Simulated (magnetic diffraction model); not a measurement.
**Solving a magnetic structure from powder neutron data: Sr₂Dy₂Lu₂Zn₃Pb₆**

Space group Cmc2_1 (no. 36), a = 4.8910 Å, b = 21.3240 Å, c = 17.4180 Å.

| site | atom | x | y | z |
| --- | --- | --- | --- | --- |
| 4a | Pb | 0 | 0.4294 | 0.5907 |
| 4a | Pb | 1/2 | 0.2722 | 0.7329 |
| 4a | Pb | 0 | 0.2258 | 0.5155 |
| 4a | Pb | 1/2 | 0.0664 | 0.3719 |
| 4a | Pb | 1/2 | 0.0599 | 0.6471 |
| 4a | Pb | 1/2 | 0.3885 | 0.3821 |
| 4a | Lu | 1/2 | 0.3254 | 0.5556 |
| 4a | Lu | 0 | 0.0182 | 0.4995 |
| 4a | Dy | 1/2 | 0.4710 | 0.7356 |
| 4a | Dy | 0 | 0.1675 | 0.6970 |
| 4a | Sr | 0 | 0.1541 | 0.3746 |
| 4a | Sr | 0 | 0.2986 | 0.3754 |
| 4a | Zn | 0 | 0.3442 | 0.7291 |
| 4a | Zn | 0 | 0.4349 | 0.3167 |
| 4a | Zn | 1/2 | 0.1544 | 0.5209 |

This is a made-up structure (elements placed in a structure type, unrelaxed), so the numbers test the method and describe no known phase.

Only Dy is taken to order (form factors of Dy3+); orders and moment sizes are assumed, and not adapted to the symmetry. Radiation: neutrons of λ = 2.567 Å (absorption by Dy left out), 5° to 35°; isotropic B of 0.17 Å² (Pb), 0.17 Å² (Lu), 0.13 Å² (Dy), 0.17 Å² (Sr) and 0.24 Å² (Zn). Simulated constant-wavelength pattern: nuclear and magnetic terms add, the magnetic one as |2.695 fm × Σ f S⊥ exp(2πi Q·r) exp(−B s²)|², summed over all Q at one angle with the factor 1/(sin²θ cos θ). For collinear order S is the moment m, which repeats by lattice and centring translations R with the sign exp(−2πi k·R). Free-ion form factors, Sears's scattering lengths of 1992, no absorption; a label names one of the reflections at its angle. The strongest nuclear line in the range is 100, and lines under 0.2 are left out.

Above the ordering temperature:

```csv
2θ (°),index,I
13.83,(0 2 0),6.4
16.23,(0 2 1),11.9
16.95,(0 0 2),100.0
21.94,(0 2 2),14.9
27.86,(0 4 0),0.3
29.16,(0 2 3),3.6
29.17,(0 4 1),33.1
31.24,(1 1 0),15.0
32.42,(1 1 1),16.3
32.79,(0 4 2),11.6
34.28,(0 0 4),9.3
```

Below it (cell unchanged):

```
2θ (°)      I
 13.83   53.2
 16.23   86.1
 16.95  100.0
 21.94   38.5
 27.86    4.7
 29.16   14.2
 29.17  275.7
 31.24  229.8
 32.42   97.8
 32.79   21.4
 34.28    9.3
```

**Question.** Find the propagation vector, then choose among these models:
A. collinear moments along [100], 9.8 μB on Dy; signs + at (1/2, 0.4710, 0.7356), − at (0, 0.0290, 0.2356), − at (0, 0.1675, 0.6970), + at (1/2, 0.3325, 0.1970)
B. collinear moments along [001], 9.8 μB on Dy; signs + at (1/2, 0.4710, 0.7356), − at (0, 0.0290, 0.2356), − at (0, 0.1675, 0.6970), + at (1/2, 0.3325, 0.1970)
C. collinear moments along [001], 9.8 μB on Dy; signs + at (1/2, 0.4710, 0.7356), + at (0, 0.0290, 0.2356), + at (0, 0.1675, 0.6970), + at (1/2, 0.3325, 0.1970)
D. collinear moments along [100], 9.8 μB on Dy; signs + at (1/2, 0.4710, 0.7356), + at (0, 0.0290, 0.2356), + at (0, 0.1675, 0.6970), + at (1/2, 0.3325, 0.1970)

No line moves, and magnetic intensity falls on nuclear lines such as the one at 29.17°, so the magnetic cell equals the chemical primitive cell: k = 0.

Magnetic intensity, observed (below minus above) and for each model:

| 2θ (°) | index | observed | A | B | C | D |
| --- | --- | --- | --- | --- | --- | --- |
| 13.83 | (0 2 0) | 46.8 | 383.1 | 383.1 | 46.8 | 46.8 |
| 16.23 | (0 2 1) | 74.2 | 769.4 | 559.7 | 74.2 | 101.9 |
| 16.95 | (0 0 2) | <0.2 | <0.2 | <0.2 | <0.2 | 646.0 |
| 21.94 | (0 2 2) | 23.6 | 286.3 | 114.6 | 23.6 | 59.0 |
| 29.16 | (0 2 3) | 10.6 | 208.7 | 47.7 | 10.6 | 46.4 |
| 29.17 | (0 4 1) | 242.7 | 168.2 | 153.8 | 242.7 | 265.4 |
| 31.24 | (1 1 0) | 214.8 | 5.4 | 108.3 | 214.8 | 10.7 |
| 34.28 | (0 0 4) | <0.2 | <0.2 | <0.2 | <0.2 | 126.7 |

Model C matches.

The absence at (0 0 2) is telling: Q lies along the moments there, so the part normal to Q vanishes.

The structure used: k = (0 0 0), collinear moments along [001], 9.8 μB on Dy; signs + at (1/2, 0.4710, 0.7356), + at (0, 0.0290, 0.2356), + at (0, 0.1675, 0.6970), + at (1/2, 0.3325, 0.1970).

[Logs are printed without paths, hosts, clocks, repeated set-up lines and the standing remarks that a program may print on its own settings, such as how far it seeks lower states.]
